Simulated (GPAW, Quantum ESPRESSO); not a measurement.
LiRh (P-6m2), Rh L₃ edge of atom 1, with 6 Li at 2.65 Å and 6 Rh at 2.65 Å (anticuboctahedral, as in hcp, site symmetry -6m2). Method: GPAW, LDA, excited-electron core hole (neutral cell), 16-atom cell with 6.3 Å between holes, 4×4×4 k points, dipole transitions, Gaussian full width 2.13 eV up to 4 eV, rising linearly to 3.5 eV at 25 eV.

```xyz
2
Lattice="2.6523 0.0000 0.0000 -1.3262 2.2970 0.0000 0.0000 0.0000 4.3266" Properties=species:S:1:pos:R:3 pbc="T T T"
Rh    1.3262    0.7657    0.0000
Li    0.0000    0.0000    2.1633
```

Energy from the lowest empty level; a common scale on which the isotropic spectrum has a mean of 1 over the first 20 eV.

| E (eV) | curve 1 | curve 2 |
| --- | --- | --- |
| -2.0 | 0.05 | 0.02 |
| -1.5 | 0.17 | 0.08 |
| -1.0 | 0.45 | 0.20 |
| -0.5 | 0.93 | 0.39 |
| 0.0 | 1.50 | 0.62 |
| 0.5 | 1.95 | 0.81 |
| 1.0 | 2.13 | 0.95 |
| 1.5 | 2.04 | 1.04 |
| 2.0 | 1.82 | 1.09 |
| 2.5 | 1.55 | 1.08 |
| 3.0 | 1.29 | 1.03 |
| 3.5 | 1.07 | 0.94 |
| 4.0 | 0.89 | 0.87 |
| 4.5 | 0.77 | 0.83 |
| 5.0 | 0.67 | 0.79 |
| 5.5 | 0.59 | 0.73 |
| 6.0 | 0.54 | 0.68 |
| 6.5 | 0.57 | 0.71 |
| 7.0 | 0.67 | 0.83 |
| 7.5 | 0.81 | 1.01 |
| 8.0 | 0.91 | 1.18 |
| 8.5 | 0.94 | 1.26 |
| 9.0 | 0.92 | 1.26 |
| 9.5 | 0.87 | 1.20 |
| 10.0 | 0.83 | 1.11 |
| 10.5 | 0.83 | 1.05 |
| 11.0 | 0.89 | 1.04 |
| 11.5 | 0.99 | 1.10 |
| 12.0 | 1.10 | 1.18 |
| 12.5 | 1.17 | 1.24 |
| 13.0 | 1.17 | 1.25 |
| 13.5 | 1.12 | 1.20 |
| 14.0 | 1.05 | 1.11 |
| 14.5 | 0.99 | 1.02 |
| 15.0 | 0.95 | 0.93 |
| 15.5 | 0.93 | 0.85 |
| 16.0 | 0.92 | 0.78 |
| 16.5 | 0.92 | 0.71 |
| 17.0 | 0.93 | 0.65 |
| 17.5 | 0.94 | 0.59 |
| 18.0 | 0.94 | 0.55 |
| 18.5 | 0.93 | 0.53 |
| 19.0 | 0.90 | 0.53 |
| 19.5 | 0.86 | 0.55 |
| 20.0 | 0.81 | 0.59 |
| 20.5 | 0.77 | 0.64 |
| 21.0 | 0.74 | 0.68 |
| 21.5 | 0.72 | 0.72 |
| 22.0 | 0.71 | 0.74 |
| 22.5 | 0.72 | 0.75 |
| 23.0 | 0.73 | 0.75 |
| 23.5 | 0.74 | 0.75 |
| 24.0 | 0.75 | 0.75 |
| 24.5 | 0.76 | 0.77 |
| 25.0 | 0.77 | 0.79 |
| 25.5 | 0.78 | 0.82 |
| 26.0 | 0.79 | 0.85 |
| 26.5 | 0.79 | 0.87 |
| 27.0 | 0.80 | 0.88 |
| 27.5 | 0.80 | 0.88 |
| 28.0 | 0.81 | 0.87 |
| 28.5 | 0.81 | 0.86 |
| 29.0 | 0.82 | 0.85 |
| 29.5 | 0.83 | 0.86 |
| 30.0 | 0.84 | 0.87 |
| 30.5 | 0.85 | 0.89 |
| 31.0 | 0.87 | 0.91 |
| 31.5 | 0.89 | 0.94 |
| 32.0 | 0.91 | 0.95 |

Question: The curves are for the electric vector along different Cartesian axes of the cell as given, averaged over the symmetry-equivalent atoms. Which is which?

Curve 1: along x (⊥ c) (the other in-plane axis gives the same curve within 3 %), main maxima 1.0 eV (2.13), 8.4 eV (0.95) and 12.8 eV (1.18). Curve 2: along z (c), main maxima 2.2 eV (1.09), 8.8 eV (1.27) and 12.8 eV (1.26). At an L edge the dipole rule selects empty d (and weakly s) states on the absorber, and the strong line at the onset measures the empty part of its d band. Each direction probes the empty orbitals that point along it. Only the L₃ part is meant: spin–orbit coupling of the core level isn't computed and the L₂ copy isn't added. The script folds with a Gaussian, whereas the core hole's own line is a Lorentzian, so the onset is too steep and the first peak too high.

[Banner, clock and machine lines of the logs are left out without a mark of their own.]

[Logs are printed without paths, hosts, clocks, repeated set-up lines and the standing remarks that a program may print on its own settings, such as how far it seeks lower states.]

[Hosts, paths, dates, database ids (printed as entryN), source tags and the programs' standing remarks are cut or masked in the printed files.]

[Lists of maxima count a maximum above −3 eV only where it reaches 4 % of the highest in the window and stands out from its surroundings by 2 % of it (1.5 % where it reaches 55 %); shoulders and weaker maxima are passed over, and of the rest the first, up to two pre-edge ones and the few strongest are named.]
